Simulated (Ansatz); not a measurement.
## linear Ca chain under tension and compression

Does stretching change the magnetism or the channel count of the linear Ca chain?

Program: Ansatz 0.2.0. Level of theory: DFT PBE, plane waves, PAW; relaxation of a chain's period, in the first sound run; inputs show where later runs differ. Results are calculated unless marked as measured.

This is a report of a sequence of runs, with most program output left out.

**1. The structure**

The cell holds 1 atom: 1 Ca. Its edges and angles: a = 7.500 Å, b = 7.500 Å, c = 3.274 Å, α = 90.0°, β = 90.0°, γ = 90.0°. Vacuum lies along a and b. The structure's axis is c.

**2. The relaxed wire**

Band widths follow the bond lengths, so the chain is relaxed first. The atoms and the third cell vector are free; the box across stays fixed as vacuum. Moments are seeded so that a magnetic state can form if it lies lower. A Fermi-Dirac smearing is set since the result may be a metal. The pressure printed is a third of the stress's trace over the whole box, vacuum included; only the stress along the axis is relaxed.

File input.yaml:

```yaml
crystal:
  lattice:
    - [7.5, 0.0, 0.0]
    - [0.0, 7.5, 0.0]
    - [0.0, 0.0, 3.2736]
  atoms:
    - { symbol: Ca, position: [0.5, 0.5, 0.0], spin: 0.5 }
magnetization:
  spin_polarized: true
kpoints:
  mp_grid: { grid: [1, 1, 25] }
scf:
  occupations: { method: fermi_dirac, width: 0.05 }
hamiltonian:
  xc: pbe
relax:
  cell: { fix: [a, b, alpha, beta, gamma] }
  max_steps: 60
```

Command:

```sh
$ ansatz run input.yaml --threads 4 --pin off --max-ram 8192MiB --backend cpu --events-out ev --progress --plain --runs-dir out
```

Wall time 13 s (4 threads of Arm Neoverse V2, shared host); peak memory 0.42 GiB.

The steps of the relaxation:

```csv
step,energy less that of the first step (eV),largest force component (eV/Å),pressure (GPa),volume (Å³)
1,0.0000,0.0000,0.46,184.14
2,-0.1043,0.0000,0.28,191.58
3,-0.1992,0.0000,0.08,200.56
4,-0.2587,0.0000,-0.13,209.53
5,-0.2887,0.0000,-0.28,218.51
6,-0.2957,0.0000,-0.38,225.55
7*,-0.3000,0.0000,-0.35,225.55
8,-0.3007,0.0000,-0.37,227.56
9,-0.3008,0.0000,-0.38,228.23
10*,-0.3008,0.0000,-0.38,228.23
```

Relaxation steps marked * repeat the geometry before them on a plane-wave basis chosen anew for their cell, so energy and pressure can jump there.

| cell as run | before | after | change |
| --- | --- | --- | --- |
| c (Å) | 3.274 | 4.057 | +23.9 % |

The relaxed structure:

```
Ca
1.0
     7.50000    0.00000    0.00000
     0.00000    7.50000    0.00000
     0.00000    0.00000    4.05734
Ca
1
Direct
  0.50000 0.50000 0.00000
```

This step gave:

| Quantity | Value |
| --- | --- |
| energy at zero smearing | -1815.5006 eV |
| cell length along the wire | 4.057 Å |

The cell's length comes to 4.057 Å with no moment. That is +24 % against the start, more than a small adjustment.

The cell grew by 23.9 % in its periodic edges.

**3. The chain at a fixed length, period over the relaxed period 0.88, k-mesh 1×1×23**

This step: DFT PBE, plane waves, PAW; channels and complex bands of a perfect chain (Ansatz 0.2.0).

The period is set to 0.88 times the relaxed one: shorter bonds widen the bands.

The cell differs from the one that the last finished run ended in (c 4.057 → 3.570 Å).

input.yaml, the sections that differ from step 2:

```yaml
crystal:
  lattice:
    - [7.5, 0.0, 0.0]
    - [0.0, 7.5, 0.0]
    - [0.0, 0.0, 3.5704632812]
  atoms:
    - { symbol: Ca, position: [0.5, 0.5, 0.0], spin: 0.5 }
kpoints:
  mp_grid: { grid: [1, 1, 23] }
output:
  transmission:
    e_range: [-2, 2]
    de: 0.035
    kmesh: [1, 1]
    reduced_basis: true
    leads: [[0, 0]]
  stress: true
# magnetization, scf, hamiltonian: as in step 2
# relax: removed
```

It took 26 s on 4 threads; peak memory 0.44 GiB; 83 s of CPU time.

This step gave:

```yaml
energy_at_zero_smearing: -1815.3916 eV
total_moment: 0 μB
absolute_moment: 0 μB
channels_at_the_energy_nearest_the_fermi_level_spin_up: 1
channels_at_the_energy_nearest_the_fermi_level_spin_down: 1
conductance_of_the_lead_as_this_run_defines_it: 1.232 G₀
band_gap: 0 eV
```

The open channels of the lead by energy, zero at the Fermi level:

```csv
energy (eV),spin up,spin down
-2.000,1,1
-1.895,1,1
-1.790,1,1
-1.685,1,1
-1.615,1,1
-1.510,1,1
-1.405,1,1
-1.300,1,1
-1.195,1,1
-1.090,1,1
-0.985,1,1
-0.915,1,1
-0.810,1,1
-0.705,1,1
-0.600,1,1
-0.495,1,1
-0.390,1,1
-0.285,1,1
-0.215,1,1
-0.110,1,1
-0.005,1,1
0.100,4,4
0.205,4,4
0.310,4,4
0.415,3,3
0.485,5,5
0.590,5,5
0.695,3,3
0.800,4,4
0.905,4,4
1.010,2,2
1.115,2,2
1.185,2,2
1.290,0,0
```

At the computed energy nearest the Fermi level there are 1 spin-up and 1 spin-down channels, and the thermal average gives 1.23 G₀.

**4. The chain at a fixed length, period over the relaxed period 0.92, k-mesh 1×1×22**

The period is set to 0.92 times the relaxed one: shorter bonds widen the bands.

The cell differs from the one that the last finished run ended in (c 3.570 → 3.733 Å).

Edit input.yaml of step 3 so:

```diff
@@ -4,3 +4,3 @@
     - [0.0, 7.5, 0.0]
-    - [0.0, 0.0, 3.5704632812]
+    - [0.0, 0.0, 3.7327570667]
   atoms:
@@ -10,3 +10,3 @@
 kpoints:
-  mp_grid: { grid: [1, 1, 23] }
+  mp_grid: { grid: [1, 1, 22] }
 scf:
```

Wall time 25 s (4 threads); peak memory 0.44 GiB; 80 s of CPU time.

At the computed energy nearest the Fermi level there are 1 spin-up and 1 spin-down channels, and the thermal average gives 1.06 G₀.

Between step 3 and this run (period over the relaxed period 0.92 and k-mesh 1×1×22) the value for the conductance of the lead as this run defines it moves from 1.23 G₀ to 1.06 G₀ (-14 %).

**5. The chain at a fixed length, period over the relaxed period 0.96, k-mesh 1×1×21**

The period is set to 0.96 times the relaxed one: shorter bonds widen the bands.

The cell differs from the one that the last finished run ended in (c 3.733 → 3.895 Å).

Edit input.yaml of step 4 so:

```diff
@@ -4,3 +4,3 @@
     - [0.0, 7.5, 0.0]
-    - [0.0, 0.0, 3.7327570667]
+    - [0.0, 0.0, 3.8950508522]
   atoms:
@@ -10,3 +10,3 @@
 kpoints:
-  mp_grid: { grid: [1, 1, 22] }
+  mp_grid: { grid: [1, 1, 21] }
 scf:
```

The job ended after 59 s (4 threads; peak memory 0.58 GiB; 3.2 min of CPU time).

At the computed energy nearest the Fermi level there are 1 spin-up and 1 spin-down channels, and the thermal average gives 0.848 G₀.

For the conductance of the lead as this run defines it, step 3 gave 1.23 G₀; this run, with period over the relaxed period 0.96 and k-mesh 1×1×21, gives 0.848 G₀ (-31 %).

**6. At a set period, period over the relaxed period 1, k-mesh 1×1×20**

The period is set to 1.0 times the relaxed one, as the point of reference.

Edit input.yaml of step 5 so:

```diff
@@ -4,3 +4,3 @@
     - [0.0, 7.5, 0.0]
-    - [0.0, 0.0, 3.8950508522]
+    - [0.0, 0.0, 4.0573446377]
   atoms:
@@ -10,3 +10,3 @@
 kpoints:
-  mp_grid: { grid: [1, 1, 21] }
+  mp_grid: { grid: [1, 1, 20] }
 scf:
```

Wall time 51 s (4 threads); peak memory 0.5 GiB.

At the computed energy nearest the Fermi level there are 0 spin-up and 0 spin-down channels, and the thermal average gives 0.101 G₀.

For the conductance of the lead as this run defines it, step 3 gave 1.23 G₀; this run, with period over the relaxed period 1 and k-mesh 1×1×20, gives 0.101 G₀ (-92 %).

**7. At a set period, period over the relaxed period 1.04, k-mesh 1×1×19**

The period is set to 1.04 times the relaxed one: longer bonds narrow the bands.

The cell differs from the one that the last finished run ended in (c 4.057 → 4.220 Å).

Edit input.yaml of step 6 so:

```diff
@@ -4,3 +4,3 @@
     - [0.0, 7.5, 0.0]
-    - [0.0, 0.0, 4.0573446377]
+    - [0.0, 0.0, 4.2196384232]
   atoms:
@@ -10,3 +10,3 @@
 kpoints:
-  mp_grid: { grid: [1, 1, 20] }
+  mp_grid: { grid: [1, 1, 19] }
 scf:
```

The job ended after 57 s (4 threads; peak memory 0.49 GiB; 3.2 min of CPU time).

At the computed energy nearest the Fermi level there are 0 spin-up and 0 spin-down channels, and the thermal average gives 0.0136 G₀. The change of length costs 0.003 eV a cell and leaves no moment.

Between step 3 and this run (period over the relaxed period 1.04 and k-mesh 1×1×19) the value for the conductance of the lead as this run defines it moves from 1.23 G₀ to 0.0136 G₀ (-99 %).

**8. The chain at a fixed length, period over the relaxed period 1.08, k-mesh 1×1×19**

The period is set to 1.08 times the relaxed one: longer bonds narrow the bands.

The cell differs from the one that the last finished run ended in (c 4.220 → 4.382 Å).

Edit input.yaml of step 7 so:

```diff
@@ -4,3 +4,3 @@
     - [0.0, 7.5, 0.0]
-    - [0.0, 0.0, 4.2196384232]
+    - [0.0, 0.0, 4.3819322087]
   atoms:
```

Elapsed: 58 s, on 4 threads; peak memory 0.47 GiB.

At the computed energy nearest the Fermi level there are 0 spin-up and 0 spin-down channels, and the thermal average gives 0.00171 G₀. The change of length costs 0.021 eV a cell and leaves no moment.

For the conductance of the lead as this run defines it, step 7 gave 0.0136 G₀; this run, with period over the relaxed period 1.08, gives 0.00171 G₀ (-87 %).

**9. At a set period, period over the relaxed period 1.13, k-mesh 1×1×18**

The period is set to 1.13 times the relaxed one: longer bonds narrow the bands.

The cell differs from the one that the last finished run ended in (c 4.382 → 4.585 Å).

Edit input.yaml of step 8 so:

```diff
@@ -4,3 +4,3 @@
     - [0.0, 7.5, 0.0]
-    - [0.0, 0.0, 4.3819322087]
+    - [0.0, 0.0, 4.5847994406]
   atoms:
@@ -10,3 +10,3 @@
 kpoints:
-  mp_grid: { grid: [1, 1, 19] }
+  mp_grid: { grid: [1, 1, 18] }
 scf:
```

The job ended after 51 s (4 threads; peak memory 0.47 GiB).

Table of open channels of the lead by energy, zero at the Fermi level:

```
energy (eV)  spin up  spin down
      -2.00        0          0
      -1.90        0          0
      -1.79        1          1
      -1.69        1          1
      -1.58        1          1
      -1.48        1          1
      -1.37        1          1
      -1.23        1          1
      -1.12        1          1
      -1.02        1          1
      -0.92        1          1
      -0.81        1          1
      -0.70        1          1
      -0.60        1          1
      -0.49        1          1
      -0.39        1          1
      -0.28        1          1
      -0.18        0          0
      -0.07        0          0
      -0.01        0          0
       0.07        0          0
       0.17        0          0
       0.28        1          1
       0.38        1          1
       0.48        2          2
       0.59        4          4
       0.69        3          3
       0.80        4          4
       0.91        2          2
       1.01        2          2
       1.11        2          2
       1.22        0          0
       1.36        2          2
       1.47        2          2
       1.57        2          2
       1.68        3          3
       1.78        3          3
       1.89        3          3
       1.99        3          3
```

At the computed energy nearest the Fermi level there are 0 spin-up and 0 spin-down channels, and the thermal average gives 1.1e-4 G₀. The change of length costs 0.051 eV a cell and leaves no moment.

**10. At a set period, period over the relaxed period 1.2, k-mesh 1×1×17**

The period is set to 1.2 times the relaxed one: longer bonds narrow the bands.

The cell differs from the one that the last finished run ended in (c 4.585 → 4.869 Å).

Edit input.yaml of step 9 so:

```diff
@@ -4,3 +4,3 @@
     - [0.0, 7.5, 0.0]
-    - [0.0, 0.0, 4.5847994406]
+    - [0.0, 0.0, 4.8688135652]
   atoms:
@@ -10,3 +10,3 @@
 kpoints:
-  mp_grid: { grid: [1, 1, 18] }
+  mp_grid: { grid: [1, 1, 17] }
 scf:
```

Elapsed: 51 s, on 4 threads; peak memory 0.47 GiB.

At the computed energy nearest the Fermi level there are 0 spin-up and 0 spin-down channels, and the thermal average gives 2.4e-6 G₀. The change of length costs 0.098 eV a cell and leaves no moment.

For the conductance of the lead as this run defines it, step 3 gave 1.23 G₀; this run, with period over the relaxed period 1.2 and k-mesh 1×1×17, gives 2.4e-6 G₀ (-100 %).

**11. At a set period, period over the relaxed period 1.3, k-mesh 1×1×16**

The period is set to 1.3 times the relaxed one: longer bonds narrow the bands.

The cell differs from the one that the last finished run ended in (c 4.869 → 5.275 Å).

Edit input.yaml of step 10 so:

```diff
@@ -4,3 +4,3 @@
     - [0.0, 7.5, 0.0]
-    - [0.0, 0.0, 4.8688135652]
+    - [0.0, 0.0, 5.274548029]
   atoms:
@@ -10,3 +10,3 @@
 kpoints:
-  mp_grid: { grid: [1, 1, 17] }
+  mp_grid: { grid: [1, 1, 16] }
 scf:
```

Wall time 59 s (4 threads); peak memory 0.45 GiB; 3.3 min of CPU time.

At the computed energy nearest the Fermi level there are 0 spin-up and 0 spin-down channels, and the thermal average gives 1.2e-8 G₀. The change of length costs 0.157 eV a cell and leaves no moment.

**12. Side by side**

Times are for 4 threads of Arm Neoverse V2, shared host. Results by setting:

```
no.  period over the relaxed period  conductance of the lead as this run defines it (G₀)  absolute moment (μB)  energy at zero smearing less the lowest (eV)  time  memory (GiB)
  1                            0.88                                                1.232               5.56e-4                                        0.1071  26 s          0.44
  2                            0.92                                                1.064                     0                                       0.04307  25 s          0.44
  3                            0.96                                               0.8475                     0                                       0.01108  59 s          0.58
  4                               1                                               0.1006                     0                                             0  51 s           0.5
  5                            1.04                                              0.01358                     0                                      0.002869  57 s          0.49
  6                            1.08                                             0.001709                     0                                       0.02053  58 s          0.47
  7                            1.13                                              1.14e-4                     0                                       0.05118  51 s          0.47
  8                             1.2                                              2.43e-6                     0                                       0.09788  51 s          0.47
  9                             1.3                                              1.16e-8                     0                                        0.1570  59 s          0.45
```

**13. A varied input**

This step: DFT PBE, plane waves, PAW; channels and complex bands of a perfect chain; changed: output.transmission.kpoints = [[0, 0]], output.transmission.kmesh = [4, 4], scf.max_iter = 80 (Ansatz 0.2.0).

The input of the run at the relaxed period is made doubtful on purpose.

File input.yaml:

```yaml
crystal:
  lattice:
    - [7.5, 0.0, 0.0]
    - [0.0, 7.5, 0.0]
    - [0.0, 0.0, 4.0573446377]
  atoms:
    - { symbol: Ca, position: [0.5, 0.5, 0.0], spin: 0.5 }
magnetization:
  spin_polarized: true
kpoints:
  mp_grid: { grid: [1, 1, 20] }
scf:
  occupations: { method: fermi_dirac, width: 0.05 }
  max_iter: 80
hamiltonian:
  xc: pbe
output:
  transmission:
    e_range: [-2, 2]
    de: 0.035
    kmesh: [4, 4]
    reduced_basis: true
    leads: [[0, 0]]
    kpoints: [[0, 0]]
  stress: true
```

Elapsed: 0.03 s, on 4 threads; peak memory 0.06 GiB.

The input was rejected at the start.

The program's message: “Error: inconsistent input (output.transmission.kmesh, output.transmission.kpoints): both name the wavevectors across the current: give one”

The change that led to it: output.transmission.kpoints = [[0, 0]] and output.transmission.kmesh = [4, 4].

**14. What came out**

```
relaxed cell length              : 4.057 Å
conductance at period × 0.88     : 1.23 G₀
conductance at period × 1.0      : 0.101 G₀
conductance at period × 1.13     : 1.1e-4 G₀
conductance at period × 1.3      : 1.2e-8 G₀
absolute moment at period × 0.88 : 5.6e-4 μB
absolute moment at period × 1.0  : 0 μB
absolute moment at period × 1.3  : 0 μB
```

In words: No moment survives at any length. The conductance goes from 1.23 G₀ at the shortest period to 1.2e-8 G₀ at the longest, as band edges move through the Fermi level. Transport is coherent and elastic here: the atoms are frozen, so scattering by vibrations plays no part. The box is narrow for bonds this long, so the chain feels its sideways images. One term of the program's error estimate for a conductance, of a junction or of the perfect wire, reaches 40 % in this session. Conductances of a perfect chain off the multiples of half a G0 come from band edges within the thermal window; the square box also splits pairs of bands that an isolated chain keeps degenerate, which moves such edges. The lead's cell of one atom keeps the chain straight and evenly spaced; a zigzag or dimerised form may lie lower.

[Logs are printed without paths, hosts, clocks, repeated set-up lines and the standing remarks that a program may print on its own settings, such as how far it seeks lower states.]

[Hosts, paths, dates, database ids (printed as entryN), source tags and the programs' standing remarks are cut or masked in the printed files.]
